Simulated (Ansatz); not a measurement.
# ZnNi3C (Pm-3m): a soft mode frozen in, part 2 of 3

Aim: this structure of ZnNi3C (Pm-3m) is to be tested for unstable modes, and one is followed downhill.

Ansatz 0.2.0; DFT PBEsol, scalar-relativistic, plane waves, PAW; PAW set soft_1.

So far, highest frequency on the path or at a solved wavevector (cm⁻¹): step 2 (response at finite wavevector) 751. Also lowest frequency on the path (cm⁻¹): step 2 -48.4.

## 4. The mode frozen in, largest atomic shift 0.08 Å

The atoms are moved along the unstable eigenvector, the largest shift by 0.08 Å, with the cell fixed.

Input file input.yaml:

```yaml
crystal:
  lattice:
    - [3.7198786686, 0.0, 0.0]
    - [0.0, 3.7198786686, 0.0]
    - [0.0, 0.0, 7.4397573372]
  atoms:
    - { symbol: Zn, position: [0.0071226404, 0.0, 0.0] }
    - { symbol: Zn, position: [-0.0071226404, 0.0, 0.5] }
    - { symbol: Ni, position: [0.0, 0.5, 0.25] }
    - { symbol: Ni, position: [0.0, 0.5, 0.75] }
    - { symbol: Ni, position: [0.5215060778, 0.5, 0.0] }
    - { symbol: Ni, position: [0.4784939222, 0.5, 0.5] }
    - { symbol: Ni, position: [0.5, 0.0, 0.25] }
    - { symbol: Ni, position: [0.5, 0.0, 0.75] }
    - { symbol: C, position: [0.5, 0.5, 0.25] }
    - { symbol: C, position: [0.5, 0.5, 0.75] }
kpoints:
  mp_grid: { grid: [10, 10, 6] }
hamiltonian:
  xc: pbesol
  pseudopotentials: { kind: paw, azcp: { folder: soft_1 }, xc_functional: pbe }
scf:
  occupations: { method: methfessel_paxton, width: 0.2 }
output:
  forces: true
  stress: true
  eigenvalues: true
```

Launch:

```console
$ ansatz run input.yaml --threads 4 --pin off --max-ram 10240MiB --backend cpu --events-out ev --progress --plain --runs-dir out
```

Numbers of over 12 decimals in the logs are rounded to 6 here.

What it wrote:

```text
[...]
Crystal: 10 atoms, lattice volume = 102.948 Å³
Basis set: ecut = 420 eV, 2041 PW (Γ), exchange–correlation on 50×50×100 points (8 copies of the dense FFT grid, shifted against one another)
Bands: 84, of which v1, the nominal top of the filled ones, is band 70 counted from 1 (69 counted from 0)
Symmetry: 8 space group operations
[...]
k-points: 144 of 600
[...]
k-point 0: bands = [... 66 lower, 15.2459, 15.2480, 15.2495, 15.5547, 16.1827, 16.2197, 18.9253, 19.2204, ... 10 higher]
  k-point 1: bands = [... 66 lower, 15.2467, 15.2962, 15.3013, 15.5270, 16.1082, 16.1430, 18.9370, 19.1992, ... 10 higher]
  k-point 2: bands = [... 66 lower, 15.2466, 15.4450, 15.4491, 15.4532, 15.9163, 15.9416, 18.9799, 19.1392, ... 10 higher]
  k-point 143: bands = [... 66 lower, 15.4651, 15.4651, 15.8042, 15.8042, 15.8074, 15.8074, 17.4647, 17.4647, ... 10 higher]
[key lines of the parts left out:]
SCF converged after 11 iterations
Free energy (F): -41886.027537 eV
Fermi energy:    16.029264 eV
P = ⅓ Tr σ = 0.0110 GPa (0.110 kbar)
```

It took 20 s on 4 threads of Intel Xeon Platinum 8375C at 2.90GHz (Ice Lake), shared host; peak memory 1.2 GiB; 78 s of CPU time.

This step gave:

```yaml
pressure: 0.01102 GPa
energy_from_the_undistorted_cell: -0.139 meV/atom
```

The energy, extrapolated to zero smearing, is -0.14 meV/atom against the undistorted cell.

The run ends at a pressure of 0.01 GPa, with forces up to 0.043 eV/Å.

## 5. Energy along the mode, all amplitudes (two of the runs are shown above)

An imaginary frequency means negative curvature, so the energy should fall and then rise again as anharmonic terms take over.

Numbers from this step:

* depth at the lowest point sampled: 0.139 meV/atom
* largest atomic shift at that point: 0.08 Å

The energy from the parent by largest atomic shift:

```
largest atomic shift (Å)  energy from the parent (meV/atom)
                  0.0000                                  0
                  0.0400                             -0.118
                  0.0800                             -0.139
                  0.1400                               1.22
                  0.2200                               7.57
```

Displacement at unit largest shift by atom:

```
atom  x (Å)  y (Å)  z (Å)  size
 Zn1   0.33   0.00   0.00  0.33
 Zn2  -0.33   0.00   0.00  0.33
 Ni3   0.00   0.00   0.00  0.00
 Ni4   0.00   0.00   0.00  0.00
 Ni5   1.00   0.00   0.00  1.00
 Ni6  -1.00   0.00   0.00  1.00
 Ni7   0.00   0.00   0.00  0.00
 Ni8   0.00   0.00   0.00  0.00
  C9   0.00   0.00   0.00  0.00
 C10   0.00   0.00   0.00  0.00
```

The lowest of the steps tried is at 0.08 Å, 0.139 meV/atom below the parent; the bottom of the well need not coincide with a step.

## 6. Relaxation from the frozen mode

Starting from the lowest point found, all atoms and the cell are let go, so that strain and other modes of the same symmetry can join in.

input.yaml, as its differences from that of step 4:

```diff
@@ -27 +27,6 @@
   eigenvalues: true
+relax:
+  adjacent_minimum: "off"
+  f_tol: 0.002
+  max_steps: 120
+  cell: { stress_tol: 0.03 }
```

What it wrote:

```text
[...]
Crystal: 10 atoms, lattice volume = 102.948 Å³
Basis set: ecut = 420 eV, 2041 PW (Γ), exchange–correlation on 50×50×100 points (8 copies of the dense FFT grid, shifted against one another)
Bands: 84, of which v1, the nominal top of the filled ones, is band 70 counted from 1 (69 counted from 0)
Symmetry: 8 space group operations
[...]
k-points: 144 of 600
[...]
SCF iter   1: F=—  HF=-41888.043797 eV  |F-HF|=—  |Δ(HF+E_count)|=         —  Δρ=7.30e-2  dr2=6.79e0  ethr=3.10e-3  ⟨swp⟩=5.1  Hψ=43653  notcnv=0  defer=17
[...]
SCF iter  11: F=-41886.027537 eV  HF=-41886.027537 eV  |F-HF|=1.80e-9  |Δ(HF+E_count)|=   1.76e-8  S|Δr|=    0.00e0  Δρ=2.81e-6  dr2=4.45e-9  ethr=7.14e-11  ⟨swp⟩=10.9  Hψ=55185  notcnv=0
SCF 1 converged in 11 iterations: F = -41886.027537 eV  dr2 = 4.45e-9
[...]
relax step   1: F+E_penalty+E_count = -41886.02753662 eV  Δ(F+E_penalty+E_count) = +0.000e0 eV  max|allowed force component| = 4.332e-2 eV/Å  Δτ_max = 0.0000 Å  P = +0.011 GPa  Ω = 102.948 Å³  (11 SCF iters, dr2 threshold 1.00e-7 eV, accepted)
Crystal: 10 atoms, lattice volume = 102.949 Å³
[...]
SCF iter   5: F=-41886.027746 eV  HF=-41886.027746 eV  |F-HF|=1.70e-8  |Δ(HF+E_count)|=   2.14e-8  S|Δr|=    0.00e0  Δρ=4.22e-6  dr2=1.17e-8  ethr=1.30e-10  ⟨swp⟩=4.7  Hψ=45224  notcnv=0
SCF 2 converged in 5 iterations: F = -41886.027746 eV  dr2 = 1.17e-8
[...]
relax step   2: F+E_penalty+E_count = -41886.02774559 eV  Δ(F+E_penalty+E_count) = -2.090e-4 eV  max|allowed force component| = 3.740e-2 eV/Å  Δτ_max = 0.0017 Å  P = +0.006 GPa  Ω = 102.949 Å³  energy of the carried Pulay correction = -1.163e-6 eV  (5 SCF iters, dr2 threshold 1.82e-7 eV, accepted)
Crystal: 10 atoms, lattice volume = 102.941 Å³
[...]
SCF iter   7: F=-41886.028323 eV  HF=-41886.028323 eV  |F-HF|=4.35e-8  |Δ(HF+E_count)|=   7.70e-8  S|Δr|=    0.00e0  Δρ=7.32e-6  dr2=3.67e-8  ethr=6.48e-11  ⟨swp⟩=5.0  Hψ=42364  notcnv=0
SCF 3 converged in 7 iterations: F = -41886.028323 eV  dr2 = 3.67e-8
relax step   3: F+E_penalty+E_count = -41886.02832297 eV  Δ(F+E_penalty+E_count) = -5.774e-4 eV  max|allowed force component| = 1.041e-2 eV/Å  Δτ_max = 0.0117 Å  P = +0.014 GPa  Ω = 102.941 Å³  energy of the carried Pulay correction = +7.245e-6 eV  (7 SCF iters, dr2 threshold 9.08e-8 eV, accepted)
[...]
relax step   4: F+E_penalty+E_count = -41886.02842475 eV  Δ(F+E_penalty+E_count) = -1.018e-4 eV  max|allowed force component| = 1.775e-3 eV/Å  Δτ_max = 0.0082 Å  P = -0.008 GPa  Ω = 102.949 Å³  energy of the carried Pulay correction = -1.742e-6 eV  (7 SCF iters, dr2 threshold 2.48e-8 eV, accepted)
[...]
relax step   5: F+E_penalty+E_count = -41886.02843853 eV  Δ(F+E_penalty+E_count) = -1.378e-5 eV  max|allowed force component| = 1.539e-4 eV/Å  Δτ_max = 0.0015 Å  P = -0.002 GPa  Ω = 102.946 Å³  energy of the carried Pulay correction = +1.361e-6 eV  (6 SCF iters, dr2 threshold 8.12e-9 eV, accepted)
[...]
SCF iter   6: F=-41886.028428 eV  HF=-41886.028428 eV  |F-HF|=5.09e-11  |Δ(HF+E_count)|=  2.91e-11  S|Δr|=    0.00e0  Δρ=1.40e-7  dr2=1.89e-11  ethr=1.00e-12  ⟨swp⟩=5.8  Hψ=46456  notcnv=0
SCF 6 converged in 6 iterations: F = -41886.028428 eV  dr2 = 1.89e-11
relax step   6: F+E_penalty+E_count = -41886.02842817 eV  Δ(F+E_penalty+E_count) = +1.036e-5 eV  max|allowed force component| = 1.603e-4 eV/Å  Δτ_max = 0.0000 Å  P = -0.002 GPa  Ω = 102.946 Å³  stress off target by 4.10e-3 GPa  SCF on the basis re-selected at this cell (its energy is not comparable with the rows above)  (6 SCF iters)
basis re-selected at this cell: Δ(F+E_penalty+E_count) = +1.036e-5 eV, ΔP = +0.000 GPa vs the last step (what re-selecting the basis moved, of the pressure what is left beyond the Pulay correction that the steps carried, after the strain that the cell walked since its last selection, with what the two solves' SCF thresholds leave and, on support functions, any second-order correction that the steps lacked; it is no m [...]
SCF converged after 6 iterations
[...]
Free energy (F): -41886.028428 eV
[...]
Internal energy: -41886.013848 eV  (E = F + TS)
E sigma→0 (E₀):  -41886.024783 eV
Entropy (-TS):   -0.014580 eV (-1.458 meV/atom)
Fermi energy:    16.027553 eV
[...]
--- Forces (eV/Å), atoms counted from 1 ---
  atom   1  Zn    -0.00016032     0.00000000     0.00000000
  atom   2  Zn     0.00016032     0.00000000     0.00000000
  atom   3  Ni     0.00000000     0.00000000     0.00000000
  atom   4  Ni     0.00000000     0.00000000     0.00000000
  atom   5  Ni     0.00011270     0.00000000     0.00000000
  atom   6  Ni    -0.00011270     0.00000000     0.00000000
  atom   7  Ni     0.00000000     0.00000000    -0.00000000
  atom   8  Ni     0.00000000     0.00000000     0.00000000
  atom   9  C      0.00000000    -0.00000000     0.00000000
  atom  10  C      0.00000000     0.00000000     0.00000000
  max |Σ_I F_I| component: 2.52e-29 eV/Å
--- Stress (GPa, compression-positive) ---
       -0.004098       0.000000       0.000000
        0.000000       0.001191       0.000000
        0.000000       0.000000      -0.002447
  P = ⅓ Tr σ = -0.0018 GPa (-0.018 kbar)
--- Band table (eV; the first three rows and the last of 144) ---
  k-point 0: bands = [... 66 lower, 15.2473, 15.2475, 15.2486, 15.5570, 16.2076, 16.2274, 18.9323, 19.2313, ... 10 higher]
  k-point 1: bands = [... 66 lower, 15.2481, 15.2966, 15.2986, 15.5301, 16.1313, 16.1500, 18.9444, 19.2099, ... 10 higher]
  k-point 2: bands = [... 66 lower, 15.2479, 15.4504, 15.4508, 15.4518, 15.9328, 15.9467, 18.9883, 19.1493, ... 10 higher]
  k-point 143: bands = [... 66 lower, 15.4644, 15.4644, 15.8041, 15.8041, 15.8059, 15.8059, 17.4651, 17.4651, ... 10 higher]
--- Relaxed structure (5 steps of the walk, 5 accepted, 1 SCFs on fresh bases) ---
  F+E_penalty+E_count = -41886.02842817 eV   max|allowed force component| = 1.603e-4 eV/Å   (the final SCF, on the basis selected at the relaxed cell)
  cell:  # Å, volume = 102.9463 Å³
    - [3.721287, 0.0, 0.0]
    - [0.0, 3.720578, 0.0]
    - [0.0, 0.0, 7.435448]
  atoms:
    - { symbol: Zn, position: [0.00565812, 0.0, 0] }
    - { symbol: Zn, position: [-0.00565812, 0.0, 0.5] }
    - { symbol: Ni, position: [0, 0.5, 0.25] }
    - { symbol: Ni, position: [0, 0.5, 0.75] }
    - { symbol: Ni, position: [0.515302, 0.5, 0] }
    - { symbol: Ni, position: [0.484698, 0.5, 0.5] }
    - { symbol: Ni, position: [0.5, 0.0, 0.25] }
    - { symbol: Ni, position: [0.5, 0.0, 0.75] }
    - { symbol: C, position: [0.5, 0.5, 0.25] }
    - { symbol: C, position: [0.5, 0.5, 0.75] }
```

It took 1.7 min on 4 threads; peak memory 1.2 GiB.

Step by step:

```
step  energy less that of the first step (eV)  largest force component (eV/Å)  pressure (GPa)  volume (Å³)
   1                                   0.0000                          0.0433            0.01       102.95
   2                                  -0.0002                          0.0374            0.01       102.95
   3                                  -0.0008                          0.0104            0.01       102.94
   4                                  -0.0009                          0.0018           -0.01       102.95
   5                                  -0.0009                          0.0002            0.00       102.95
  6*                                  -0.0009                          0.0002            0.00       102.95
```

Relaxation steps marked * repeat the geometry before them on a plane-wave basis chosen anew for their cell, so energy and pressure can jump there.

Forces are held to the 8 operations that the run works with; a distortion that breaks them can't arise in this run.

```
     cell as run  before  after  change
           a (Å)   3.720  3.721  +0.0 %
           b (Å)   3.720  3.721  +0.0 %
           c (Å)   7.440  7.435  -0.1 %
volume (Å³/atom)   10.29  10.29  -0.0 %
```

The atoms that moved most (Å, as changes of fractional coordinates times the final cell):

```
atom      dx     dy     dz  length
 Ni6   0.023  0.000  0.000   0.023
 Ni5  -0.023  0.000  0.000   0.023
 Zn1  -0.005  0.000  0.000   0.005
 Zn2   0.005  0.000  0.000   0.005
```

The relaxed structure:

```cif
data_structure
_symmetry_space_group_name_H-M 'P 1'
_symmetry_Int_Tables_number 1
_cell_length_a 3.7213
_cell_length_b 3.7206
_cell_length_c 7.4354
_cell_angle_alpha 90.000
_cell_angle_beta 90.000
_cell_angle_gamma 90.000
_cell_volume 102.95
loop_
_atom_site_label
_atom_site_type_symbol
_atom_site_fract_x
_atom_site_fract_y
_atom_site_fract_z
_atom_site_occupancy
Zn1 Zn 0.00566 0.00000 0.00000 1
Zn2 Zn 0.99434 0.00000 0.50000 1
Ni3 Ni 0.00000 0.50000 0.25000 1
Ni4 Ni 0.00000 0.50000 0.75000 1
Ni5 Ni 0.51530 0.50000 0.00000 1
Ni6 Ni 0.48470 0.50000 0.50000 1
Ni7 Ni 0.50000 0.00000 0.25000 1
Ni8 Ni 0.50000 0.00000 0.75000 1
C9 C 0.50000 0.50000 0.25000 1
C10 C 0.50000 0.50000 0.75000 1
```

This step gave:

| Quantity | Value |
| --- | --- |
| pressure | -0.001785 GPa |

The distorted start has space group Pmma; the relaxation ends in Pmma.

## 7. The new phase in its own primitive cell

The relaxed structure is symmetrised, reduced to its primitive cell and relaxed tightly, as its phonons need.

input.yaml, the sections that differ from step 6:

```yaml
crystal:
  lattice:
    - [7.4354481966, 0.0, 0.0]
    - [0.0, 3.7205783462, 0.0]
    - [0.0, 0.0, 3.7212867814]
  atoms:
    - { symbol: Zn, position: [0.75, 0.0, 0.9943418751] }
    - { symbol: Zn, position: [0.25, 0.0, 0.0056581249] }
    - { symbol: Ni, position: [0.5, 0.5, 0.0] }
    - { symbol: Ni, position: [0.0, 0.5, 0.0] }
    - { symbol: Ni, position: [0.75, 0.5, 0.4846982511] }
    - { symbol: Ni, position: [0.25, 0.5, 0.5153017489] }
    - { symbol: Ni, position: [0.5, 0.0, 0.5] }
    - { symbol: Ni, position: [0.0, 0.0, 0.5] }
    - { symbol: C, position: [0.5, 0.5, 0.5] }
    - { symbol: C, position: [0.0, 0.5, 0.5] }
kpoints:
  mp_grid: { grid: [6, 10, 10] }
relax:
  adjacent_minimum: "off"
  f_tol: 0.001
  max_steps: 60
  cell: { stress_tol: 0.01 }
# hamiltonian, scf, output: as in step 6
```

What it wrote:

```text
[...]
Crystal: 10 atoms, lattice volume = 102.946 Å³
Basis set: ecut = 420 eV, 2041 PW (Γ), exchange–correlation on 100×50×50 points (8 copies of the dense FFT grid, shifted against one another)
Bands: 84, of which v1, the nominal top of the filled ones, is band 70 counted from 1 (69 counted from 0)
Symmetry: 8 space group operations
[...]
k-points: 144 of 600
[...]
- { symbol: Zn, position: [0.25, 0.0, 0.0056581249] }
    - { symbol: Ni, position: [0.5, 0.5, 0.0] }
    - { symbol: Ni, position: [0.0, 0.5, 0.0] }
    - { symbol: Ni, position: [0.750000, 0.5, 0.484698] }
    - { symbol: Ni, position: [0.25, 0.5, 0.5153017489] }
    - { symbol: Ni, position: [0.5, 0.0, 0.5] }
    - { symbol: Ni, position: [0.0, 0.0, 0.5] }
    - { symbol: C, position: [0.5, 0.5, 0.5] }
    - { symbol: C, position: [0.0, 0.5, 0.5] }
[key lines of the parts left out:]
SCF converged after 7 iterations
Free energy (F): -41886.028428 eV
Fermi energy:    16.027554 eV
P = ⅓ Tr σ = -0.0018 GPa (-0.018 kbar)
```

It took 40 s on 4 threads; peak memory 1.2 GiB; 2.6 min of CPU time.

Little changed from the start: no atom moved by 0.005 Å and no cell edge by 0.1 %.

This step gave:

| Quantity | Value |
| --- | --- |
| pressure | -0.001789 GPa |

The largest force component left is 0.16 meV/Å and the pressure is -0.002 GPa, within the tolerances set. The cell now holds 10.29 Å³/atom.

[end of part 2 of 3]

[Logs are printed without paths, hosts, clocks, repeated set-up lines and the standing remarks that a program may print on its own settings, such as how far it seeks lower states.]

[Hosts, paths, dates, database ids (printed as entryN), source tags and the programs' standing remarks are cut or masked in the printed files.]
